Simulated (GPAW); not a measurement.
The N K edge of atom 2 in TaN (P-6m2), with 6 Ta at 2.23 Å (trigonal prismatic, site symmetry -6m2), was computed in 2 ways: excited-electron core hole (neutral cell) and no core hole. Program and functional: GPAW, LDA, without spin-orbit coupling, Gaussian full width 0.9 eV up to 4 eV, rising linearly to 3.5 eV at 25 eV; cells of 2 and 24 atoms (the run without a hole in the smaller).

Each run is counted from its own lowest empty level or Fermi level and scaled to a mean of 1 over its first 20 eV.

```csv
E (eV),run 1,run 2
-2.00,0.00,0.00
-1.25,0.00,0.00
-0.50,0.07,0.01
0.25,1.00,0.05
1.00,2.10,0.34
1.75,2.25,0.88
2.50,2.36,1.16
3.25,2.35,1.44
4.00,1.93,1.63
4.75,1.65,2.19
5.50,1.13,2.26
6.25,0.66,2.26
7.00,0.49,1.40
7.75,0.65,0.78
8.50,0.72,0.69
9.25,0.72,0.93
10.00,0.73,0.89
10.75,0.91,0.75
11.50,0.90,0.95
12.25,0.70,1.04
13.00,0.63,0.86
13.75,0.67,0.75
14.50,0.64,0.79
15.25,0.58,0.80
16.00,0.58,0.71
16.75,0.61,0.66
17.50,0.58,0.67
18.25,0.50,0.68
19.00,0.40,0.61
19.75,0.33,0.49
20.50,0.31,0.38
21.25,0.36,0.33
22.00,0.41,0.34
22.75,0.44,0.37
23.50,0.46,0.40
24.25,0.47,0.41
25.00,0.49,0.41
25.75,0.52,0.42
26.50,0.57,0.42
27.25,0.65,0.44
28.00,0.74,0.49
28.75,0.79,0.56
29.50,0.80,0.64
30.25,0.77,0.69
31.00,0.74,0.69
31.75,0.74,0.65
```

**Question.** Which run is which?

Run 1: excited-electron core hole (neutral cell) (area from −2 to 6 eV 11.2, main maxima 2.9 eV (2.41) and 11.1 eV (0.95)). Run 2: no core hole (area from −2 to 6 eV 7.8, main maxima 5.9 eV (2.38), 9.5 eV (0.96), 12.1 eV (1.05) and 14.9 eV (0.81)). With each curve scaled to its own mean, the area from −2 to 6 eV with the hole is 11.2 against 7.8, and the centre of weight from −1 to 20 eV moves by -1.7 eV: the hole pulls the absorber's empty states down.

[Banner, clock and machine lines of the logs are left out without a mark of their own.]

[Logs are printed without paths, hosts, clocks, repeated set-up lines and the standing remarks that a program may print on its own settings, such as how far it seeks lower states.]

[Hosts, paths, dates, database ids (printed as entryN), source tags and the programs' standing remarks are cut or masked in the printed files.]

[Lists of maxima count a maximum above −3 eV only where it reaches 4 % of the highest in the window and stands out from its surroundings by 2 % of it (1.5 % where it reaches 55 %); shoulders and weaker maxima are passed over, and of the rest the first, up to two pre-edge ones and the few strongest are named.]
